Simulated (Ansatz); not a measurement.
# Work function of Ag(111): what the settings cost and change

Aim: the work function of Ag(111) against thickness and vacuum, with the cost.

Method: plane-wave DFT, PBE, Ansatz PAW, in Ansatz 0.2.0.

The experiments to compare with:

“Anisotropic work function of elemental crystals” (2019, arxiv:1902.07811) quotes from earlier work for Ag (clean (111) face, a compiled value): work function (clean (111) face, a compiled value) 4.53 eV.

Report form: the programs' logs are mostly left out.

**1. Starting point**

The cell holds 1 atom: 1 Ag. Its edges and angles: a = 2.892 Å, b = 2.892 Å, c = 18.000 Å, α = 90.0°, β = 90.0°, γ = 60.0°. Vacuum lies along c.

**2. Run, setting 1 layer**

A work function rests on the faint tail of the density, so the SCF threshold is tight. The slab grows from one layer, at fixed mesh and 18 Å of vacuum; then the vacuum is varied on one slab.

input.yaml reads:

```yaml
crystal:
  lattice:
    - [2.8920667351, 0.0, 0.0]
    - [1.4460333675, 2.504603262, 0.0]
    - [0.0, 0.0, 18.0]
  atoms:
    - { symbol: Ag, position: [0.6666666667, 0.6666666667, 0.5] }
kpoints:
  mp_grid: { grid: [16, 16, 1] }
hamiltonian:
  xc: pbe
scf:
  occupations: { method: fermi_dirac, width: 0.1 }
  convergence: { dr2_threshold: 1.0e-09 }
efield:
  axis: 3
  dipole_correction: true
  ramp_position: 0.97
  ramp_width: 0.06
output:
  write_potential: true
  write_density: true
  volumetric_format: npy
  elf: true
```

Run with:

```console
$ ansatz run input.yaml --threads 2 --pin off --max-ram 3072MiB --backend cpu --events-out ev --progress --plain --runs-dir out
```

The job ended after 3.4 s (2 threads of Arm Neoverse V2, shared host; peak memory 0.38 GiB; 6.7 s of CPU time).

This step gave:

```yaml
energy_at_zero_smearing: -7590.0367 eV
work_function_upper_face: 4.516 eV
```

Running mean over 2.361 Å of the planar mean; the ramp of the sawtooth is left out. Table of electron's electrostatic potential energy less the Fermi level by z:

| z (Å) | electron's electrostatic potential energy less the Fermi level (eV) |
| --- | --- |
| 2.88 | 4.52 |
| 3.17 | 4.52 |
| 3.60 | 4.52 |
| 3.89 | 4.52 |
| 4.18 | 4.52 |
| 4.46 | 4.52 |
| 4.90 | 4.51 |
| 5.18 | 4.51 |
| 5.47 | 4.50 |
| 5.90 | 4.48 |
| 6.19 | 4.43 |
| 6.48 | 4.33 |
| 6.91 | 3.87 |
| 7.20 | 3.01 |
| 7.49 | 1.53 |
| 7.78 | -0.400 |
| 8.21 | -3.26 |
| 8.50 | -4.59 |
| 8.78 | -5.24 |
| 9.22 | -5.24 |
| 9.50 | -4.59 |
| 9.79 | -3.26 |
| 10.22 | -0.400 |
| 10.51 | 1.53 |
| 10.80 | 3.01 |
| 11.09 | 3.87 |
| 11.52 | 4.32 |
| 11.81 | 4.43 |
| 12.10 | 4.48 |
| 12.53 | 4.50 |
| 12.82 | 4.51 |
| 13.10 | 4.51 |
| 13.54 | 4.52 |
| 13.82 | 4.52 |
| 14.11 | 4.52 |
| 14.40 | 4.52 |
| 14.83 | 4.52 |
| 15.12 | 4.52 |

Valence density in the ca plane at fractional y = 0.667, with atoms of Ag within 0.2 Å of it. It is the smooth field of the valence electrons, not physical close to the nuclei.

Ten steps, logarithmic in the rise over the least value, from '0' (0 e/Å³) to '9' (18 e/Å³), each cell a mean:
```
00000000000000000001366420000000000000000000
00000000000000000002589731000000000000000000
00000000000000000002699841000000000000000000
00000000000000000001588731000000000000000000
00000000000000000001356420000000000000000000
00000000000000000000122110000000000000000000
00000000000000000000111100000000000000000000
00000000000000000000122210000000000000000000
```
Columns run along c (18.0 Å), rows up along a (2.9 Å). Atoms in or near the plane, at fractional coordinates: Ag at (0.50, 0.67).

ELF in the ca plane at fractional y = 0.667, with atoms of Ag within 0.2 Å of it. It is the smooth field of the valence electrons, not physical close to the nuclei.

Ten even steps from '0' (0.00) to '9' (0.81), each cell a mean:
```
00000000000000000112355422100000000000000000
00000000000000000113578642100000000000000000
00000000000000000123589742100000000000000000
00000000000000000112578632100000000000000000
00000000000000000012345421100000000000000000
00000000000000000011222221100000000000000000
00000000000000000011222211000000000000000000
00000000000000000011222221100000000000000000
```
Columns run along c (18.0 Å), rows up along a (2.9 Å). Atoms in or near the plane, at fractional coordinates: Ag at (0.50, 0.67).

Electrostatic potential energy in the ca plane at fractional y = 0.667, with atoms of Ag within 0.2 Å of it. With pseudopotentials it is smooth inside the atoms' cores, unlike the true potential.

Ten even steps from '0' (-28 eV) to '9' (3 eV), each cell a mean:
```
99999999999999999998510279999999999999999999
99999999999999999997100058999999999999999999
99999999999999999997100048999999999999999999
99999999999999999997200059999999999999999999
99999999999999999998621479999999999999999999
99999999999999999999877899999999999999999999
99999999999999999999988899999999999999999999
99999999999999999999866799999999999999999999
```
Columns run along c (18.0 Å; values clipped at the 3rd and 97th percentile), rows up along a (2.9 Å). Atoms in or near the plane, at fractional coordinates: Ag at (0.50, 0.67).

The work function is 4.516 eV.

**3. Slab, 2 atoms**

System of this step: Ag(111). The cell holds 2 atoms: 2 Ag. Cell: a = 2.892 Å, b = 2.892 Å, c = 20.361 Å, α = 90.0°, β = 90.0°, γ = 60.0°. Vacuum lies along c.

input.yaml, the sections that differ from step 2:

```yaml
crystal:
  lattice:
    - [2.8920667351, 0.0, 0.0]
    - [1.4460333675, 2.504603262, 0.0]
    - [0.0, 0.0, 20.361362601]
  atoms:
    - { symbol: Ag, position: [0.6666666667, 0.6666666667, 0.4420136401] }
    - { symbol: Ag, position: [0.0, 0.0, 0.5579863599] }
output:
  write_potential: true
  write_density: true
  volumetric_format: npy
# kpoints, hamiltonian, scf, efield: as in step 2
```

Wall time 5.6 s (2 threads); peak memory 0.39 GiB; 11 s of CPU time.

The work function is 4.558 eV, +0.043 eV from the run “1 layer”, at 1.6 times its CPU time.

**4. Run, 3 atoms**

System of this step: Ag(111). The cell holds 3 atoms: 3 Ag. Cell: a = 2.892 Å, b = 2.892 Å, c = 22.723 Å, α = 90.0°, β = 90.0°, γ = 60.0°. Vacuum lies along c.

input.yaml, the sections that differ from step 3:

```yaml
crystal:
  lattice:
    - [2.8920667351, 0.0, 0.0]
    - [1.4460333675, 2.504603262, 0.0]
    - [0.0, 0.0, 22.722725202]
  atoms:
    - { symbol: Ag, position: [0.3333333333, 0.3333333333, 0.3960792519] }
    - { symbol: Ag, position: [0.6666666667, 0.6666666667, 0.5] }
    - { symbol: Ag, position: [0.0, 0.0, 0.6039207481] }
# kpoints, hamiltonian, scf, efield, output: as in step 3
```

It took 10 s on 2 threads; peak memory 0.46 GiB.

The work function is 4.523 eV, -0.036 eV from the run “2 layers”, at 1.8 times its CPU time.

**5. Slab, 4 atoms**

System of this step: Ag(111). The cell holds 4 atoms: 4 Ag. Its edges and angles: a = 2.892 Å, b = 2.892 Å, c = 25.084 Å, α = 90.0°, β = 90.0°, γ = 60.0°. Vacuum lies along c.

input.yaml, the sections that differ from step 4:

```yaml
crystal:
  lattice:
    - [2.8920667351, 0.0, 0.0]
    - [1.4460333675, 2.504603262, 0.0]
    - [0.0, 0.0, 25.084087803]
  atoms:
    - { symbol: Ag, position: [0.0, 0.0, 0.3587931947] }
    - { symbol: Ag, position: [0.3333333333, 0.3333333333, 0.4529310649] }
    - { symbol: Ag, position: [0.6666666667, 0.6666666667, 0.5470689351] }
    - { symbol: Ag, position: [0.0, 0.0, 0.6412068053] }
# kpoints, hamiltonian, scf, efield, output: as in step 4
```

Run time: 13 s. Hardware: 2 threads; peak memory 0.52 GiB; 26 s of CPU time.

The work function is 4.508 eV, -0.015 eV from the run “3 layers”, at 1.3 times its CPU time.

**6. Run, 5 atoms**

System of this step: Ag(111). The cell holds 5 atoms: 5 Ag. Cell: a = 2.892 Å, b = 2.892 Å, c = 27.445 Å, α = 90.0°, β = 90.0°, γ = 60.0°. Vacuum lies along c.

input.yaml, the sections that differ from step 5:

```yaml
crystal:
  lattice:
    - [2.8920667351, 0.0, 0.0]
    - [1.4460333675, 2.504603262, 0.0]
    - [0.0, 0.0, 27.4454504039]
  atoms:
    - { symbol: Ag, position: [0.6666666667, 0.6666666667, 0.3279232028] }
    - { symbol: Ag, position: [0.0, 0.0, 0.4139616014] }
    - { symbol: Ag, position: [0.3333333333, 0.3333333333, 0.5] }
    - { symbol: Ag, position: [0.6666666667, 0.6666666667, 0.5860383986] }
    - { symbol: Ag, position: [0.0, 0.0, 0.6720767972] }
# kpoints, hamiltonian, scf, efield, output: as in step 5
```

It took 19 s on 2 threads; peak memory 0.61 GiB; 37 s of CPU time.

The work function is 4.474 eV, -0.034 eV from the run “4 layers”, at 1.4 times its CPU time.

**7. Slab, 6 atoms**

System of this step: Ag(111). The cell holds 6 atoms: 6 Ag. Its edges and angles: a = 2.892 Å, b = 2.892 Å, c = 29.807 Å, α = 90.0°, β = 90.0°, γ = 60.0°. Vacuum lies along c.

input.yaml, the sections that differ from step 6:

```yaml
crystal:
  lattice:
    - [2.8920667351, 0.0, 0.0]
    - [1.4460333675, 2.504603262, 0.0]
    - [0.0, 0.0, 29.8068130049]
  atoms:
    - { symbol: Ag, position: [0.3333333333, 0.3333333333, 0.301944391] }
    - { symbol: Ag, position: [0.6666666667, 0.6666666667, 0.3811666346] }
    - { symbol: Ag, position: [0.0, 0.0, 0.4603888782] }
    - { symbol: Ag, position: [0.3333333333, 0.3333333333, 0.5396111218] }
    - { symbol: Ag, position: [0.6666666667, 0.6666666667, 0.6188333654] }
    - { symbol: Ag, position: [0.0, 0.0, 0.698055609] }
# kpoints, hamiltonian, scf, efield, output: as in step 6
```

The job ended after 26 s (2 threads; peak memory 0.72 GiB).

The work function is 4.444 eV, -0.030 eV from the run “5 layers”, at 1.4 times its CPU time.

**8. Slab, 8 atoms**

System of this step: Ag(111). The cell holds 8 atoms: 8 Ag. Its edges and angles: a = 2.892 Å, b = 2.892 Å, c = 34.530 Å, α = 90.0°, β = 90.0°, γ = 60.0°. Vacuum lies along c.

input.yaml, the sections that differ from step 7:

```yaml
crystal:
  lattice:
    - [2.8920667351, 0.0, 0.0]
    - [1.4460333675, 2.504603262, 0.0]
    - [0.0, 0.0, 34.5295382069]
  atoms:
    - { symbol: Ag, position: [0.6666666667, 0.6666666667, 0.260646405] }
    - { symbol: Ag, position: [0.0, 0.0, 0.3290331464] }
    - { symbol: Ag, position: [0.3333333333, 0.3333333333, 0.3974198879] }
    - { symbol: Ag, position: [0.6666666667, 0.6666666667, 0.4658066293] }
    - { symbol: Ag, position: [0.0, 0.0, 0.5341933707] }
    - { symbol: Ag, position: [0.3333333333, 0.3333333333, 0.6025801121] }
    - { symbol: Ag, position: [0.6666666667, 0.6666666667, 0.6709668536] }
    - { symbol: Ag, position: [0.0, 0.0, 0.739353595] }
# kpoints, hamiltonian, scf, efield, output: as in step 7
```

The job ended after 47 s (2 threads; peak memory 0.97 GiB).

The work function is 4.422 eV, -0.022 eV from the run “6 layers”, at 1.8 times its CPU time.

**9. Run, 10 atoms**

System of this step: Ag(111). The cell holds 10 atoms: 10 Ag. Cell: a = 2.892 Å, b = 2.892 Å, c = 39.252 Å, α = 90.0°, β = 90.0°, γ = 60.0°. Vacuum lies along c.

input.yaml, the sections that differ from step 8:

```yaml
crystal:
  lattice:
    - [2.8920667351, 0.0, 0.0]
    - [1.4460333675, 2.504603262, 0.0]
    - [0.0, 0.0, 39.2522634089]
  atoms:
    - { symbol: Ag, position: [0.0, 0.0, 0.2292861409] }
    - { symbol: Ag, position: [0.3333333333, 0.3333333333, 0.2894447763] }
    - { symbol: Ag, position: [0.6666666667, 0.6666666667, 0.3496034116] }
    - { symbol: Ag, position: [0.0, 0.0, 0.409762047] }
    - { symbol: Ag, position: [0.3333333333, 0.3333333333, 0.4699206823] }
    - { symbol: Ag, position: [0.6666666667, 0.6666666667, 0.5300793177] }
    - { symbol: Ag, position: [0.0, 0.0, 0.590237953] }
    - { symbol: Ag, position: [0.3333333333, 0.3333333333, 0.6503965884] }
    - { symbol: Ag, position: [0.6666666667, 0.6666666667, 0.7105552237] }
    - { symbol: Ag, position: [0.0, 0.0, 0.7707138591] }
# kpoints, hamiltonian, scf, efield, output: as in step 8
```

Wall time 74 s (2 threads); peak memory 1.3 GiB; 2.5 min of CPU time.

The work function is 4.421 eV, -0.001 eV from the run “8 layers”, at 1.6 times its CPU time.

**10. Slab, 13 atoms**

System of this step: Ag(111). The cell holds 13 atoms: 13 Ag. Cell: a = 2.892 Å, b = 2.892 Å, c = 46.336 Å, α = 90.0°, β = 90.0°, γ = 60.0°. Vacuum lies along c.

input.yaml, the sections that differ from step 9:

```yaml
crystal:
  lattice:
    - [2.8920667351, 0.0, 0.0]
    - [1.4460333675, 2.504603262, 0.0]
    - [0.0, 0.0, 46.3363512118]
  atoms:
    - { symbol: Ag, position: [0.0, 0.0, 0.1942319532] }
    - { symbol: Ag, position: [0.3333333333, 0.3333333333, 0.2451932943] }
    - { symbol: Ag, position: [0.6666666667, 0.6666666667, 0.2961546355] }
    - { symbol: Ag, position: [0.0, 0.0, 0.3471159766] }
    - { symbol: Ag, position: [0.3333333333, 0.3333333333, 0.3980773177] }
    - { symbol: Ag, position: [0.6666666667, 0.6666666667, 0.4490386589] }
    - { symbol: Ag, position: [0.0, 0.0, 0.5] }
    - { symbol: Ag, position: [0.3333333333, 0.3333333333, 0.5509613411] }
    - { symbol: Ag, position: [0.6666666667, 0.6666666667, 0.6019226823] }
    - { symbol: Ag, position: [0.0, 0.0, 0.6528840234] }
    - { symbol: Ag, position: [0.3333333333, 0.3333333333, 0.7038453645] }
    - { symbol: Ag, position: [0.6666666667, 0.6666666667, 0.7548067057] }
    - { symbol: Ag, position: [0.0, 0.0, 0.8057680468] }
# kpoints, hamiltonian, scf, efield, output: as in step 9
```

The job ended after 2.2 min (2 threads; peak memory 1.8 GiB; 4.4 min of CPU time).

The work function is 4.427 eV, +0.006 eV from the run “10 layers”, at 1.8 times its CPU time.

**11. Run, 7 atoms**

System of this step: Ag(111). The cell holds 7 atoms: 7 Ag. Cell: a = 2.892 Å, b = 2.892 Å, c = 24.168 Å, α = 90.0°, β = 90.0°, γ = 60.0°. Vacuum lies along c.

input.yaml, the sections that differ from step 10:

```yaml
crystal:
  lattice:
    - [2.8920667351, 0.0, 0.0]
    - [1.4460333675, 2.504603262, 0.0]
    - [0.0, 0.0, 24.1681756059]
  atoms:
    - { symbol: Ag, position: [0.0, 0.0, 0.2068836341] }
    - { symbol: Ag, position: [0.3333333333, 0.3333333333, 0.3045890894] }
    - { symbol: Ag, position: [0.6666666667, 0.6666666667, 0.4022945447] }
    - { symbol: Ag, position: [0.0, 0.0, 0.5] }
    - { symbol: Ag, position: [0.3333333333, 0.3333333333, 0.5977054553] }
    - { symbol: Ag, position: [0.6666666667, 0.6666666667, 0.6954109106] }
    - { symbol: Ag, position: [0.0, 0.0, 0.7931163659] }
# kpoints, hamiltonian, scf, efield, output: as in step 10
```

Run time: 29 s. Hardware: 2 threads; peak memory 0.68 GiB.

The work function is 4.447 eV. The program marks this work function as in doubt.

**12. Run, 7 atoms (run 2)**

The cell differs from the one that the last finished run ended in (c 24.168 → 28.168 Å).

input.yaml, the sections that differ from step 11:

```yaml
crystal:
  lattice:
    - [2.8920667351, 0.0, 0.0]
    - [1.4460333675, 2.504603262, 0.0]
    - [0.0, 0.0, 28.1681756059]
  atoms:
    - { symbol: Ag, position: [0.0, 0.0, 0.2485073971] }
    - { symbol: Ag, position: [0.3333333333, 0.3333333333, 0.3323382647] }
    - { symbol: Ag, position: [0.6666666667, 0.6666666667, 0.4161691324] }
    - { symbol: Ag, position: [0.0, 0.0, 0.5] }
    - { symbol: Ag, position: [0.3333333333, 0.3333333333, 0.5838308676] }
    - { symbol: Ag, position: [0.6666666667, 0.6666666667, 0.6676617353] }
    - { symbol: Ag, position: [0.0, 0.0, 0.7514926029] }
# kpoints, hamiltonian, scf, efield, output: as in step 11
```

Wall time 30 s (2 threads); peak memory 0.76 GiB.

The work function is 4.451 eV, +0.004 eV from the run “7 layers, 10 Å of vacuum”, at 1.0 times its CPU time.

**13. Slab, 7 atoms**

The cell differs from the one that the last finished run ended in (c 28.168 → 40.168 Å).

input.yaml, the sections that differ from step 12:

```yaml
crystal:
  lattice:
    - [2.8920667351, 0.0, 0.0]
    - [1.4460333675, 2.504603262, 0.0]
    - [0.0, 0.0, 40.1681756059]
  atoms:
    - { symbol: Ag, position: [0.0, 0.0, 0.3236392941] }
    - { symbol: Ag, position: [0.3333333333, 0.3333333333, 0.3824261961] }
    - { symbol: Ag, position: [0.6666666667, 0.6666666667, 0.441213098] }
    - { symbol: Ag, position: [0.0, 0.0, 0.5] }
    - { symbol: Ag, position: [0.3333333333, 0.3333333333, 0.558786902] }
    - { symbol: Ag, position: [0.6666666667, 0.6666666667, 0.6175738039] }
    - { symbol: Ag, position: [0.0, 0.0, 0.6763607059] }
# kpoints, hamiltonian, scf, efield, output: as in step 12
```

It took 44 s on 2 threads; peak memory 0.98 GiB.

The work function is 4.450 eV, -0.000 eV from the run “7 layers, 14 Å of vacuum”, at 1.5 times its CPU time.

**14. Side by side**

Times are for 2 threads of Arm Neoverse V2, shared host. The runs compared:

| no. | setting | work function, upper face (eV) | time | memory (GiB) |
| --- | --- | --- | --- | --- |
| 1 | 1 layer | 4.516 | 3.4 s | 0.38 |
| 2 | 2 layers | 4.558 | 5.6 s | 0.39 |
| 3 | 3 layers | 4.523 | 10 s | 0.46 |
| 4 | 4 layers | 4.508 | 13 s | 0.52 |
| 5 | 5 layers | 4.474 | 19 s | 0.61 |
| 6 | 6 layers | 4.444 | 26 s | 0.72 |
| 7 | 8 layers | 4.422 | 47 s | 0.97 |
| 8 | 10 layers | 4.421 | 74 s | 1.3 |
| 9 | 13 layers | 4.427 | 2.2 min | 1.8 |
| 10 | 7 layers, 10 Å of vacuum | 4.447 | 29 s | 0.68 |
| 11 | 7 layers, 14 Å of vacuum | 4.451 | 30 s | 0.76 |
| 12 | 7 layers, 26 Å of vacuum | 4.450 | 44 s | 0.98 |

**15. Varying the input**

System of this step: Ag(111) monolayer. The cell holds 1 atom: 1 Ag. Its edges and angles: a = 2.892 Å, b = 2.892 Å, c = 18.000 Å, α = 90.0°, β = 90.0°, γ = 60.0°. Vacuum lies along c.

An input spoilt on purpose, to show how the run answers: it repeats the earlier run “1 layer” with basis.ecutwfc to 400 K, and scf.max_iter set to 75; its output block differs too.

input.yaml, the sections that differ from step 13:

```yaml
crystal:
  lattice:
    - [2.8920667351, 0.0, 0.0]
    - [1.4460333675, 2.504603262, 0.0]
    - [0.0, 0.0, 18.0]
  atoms:
    - { symbol: Ag, position: [0.6666666667, 0.6666666667, 0.5] }
scf:
  occupations: { method: fermi_dirac, width: 0.1 }
  convergence: { dr2_threshold: 1.0e-09 }
  max_iter: 75
basis:
  ecutwfc: "400 K"
# kpoints, hamiltonian, efield, output: as in step 13
```

Run time: 0.03 s. Hardware: 2 threads; peak memory 0.07 GiB.

The program refused the input before any cycle.

The program's message: “Error: inconsistent input (basis.ecutwfc, kpoints): the smallest per-k basis holds n_pw = 0 plane waves (k-point 1, counted from 0 among those solved) but the deck needs at least 11 band(s) per channe …”

The fault put into the input: a cutoff in the wrong unit.

**16. Summary of results**

| Quantity | Value |
| --- | --- |
| work function, 2 layers | 4.558 eV |
| work function, 6 layers | 4.444 eV |
| work function, 10 layers | 4.421 eV |
| work function, 13 layers | 4.427 eV |

What this shows: The thickest slab gives 4.43 eV, and the settings tried spread the value from 4.42 to 4.56 eV. At 18 Å of vacuum, the slabs from 5 layers on stay within 0.05 eV of the thickest. Going from 10 to 26 Å of vacuum moves it by 0.004 eV. The program marks the value as in doubt in “7 layers, 10 Å of vacuum”. The ladder's slabs use the tabulated experimental lattice constant (two decimals; a low-temperature value for the alkali metals). In 1 run of the series (7 layers, 10 Å of vacuum) the program warns that electrons reach the sawtooth's ramp, which makes dipole and work function less sure.

Calculation against experiment:

| quantity | measured | 13 layers |
| --- | --- | --- |
| work function (clean (111) face, a compiled value) (eV) | 4.53 | 4.43 (-0.10 eV) |

Measured values from arxiv:1902.07811 (2019).

Verdict: The work function is off by -0.10 eV: good agreement. The grades are ours: good and fair within 3 and 7 % for the work function. No cell relaxation is part of this session.

[Logs are printed without paths, hosts, clocks, repeated set-up lines and the standing remarks that a program may print on its own settings, such as how far it seeks lower states.]

[Hosts, paths, dates, database ids (printed as entryN), source tags and the programs' standing remarks are cut or masked in the printed files.]

[Maps of the electrostatic potential energy from Ansatz leave out the sawtooth potential of an applied field or a dipole correction, so their vacuum need not be flat; planar profiles and work functions include it.]
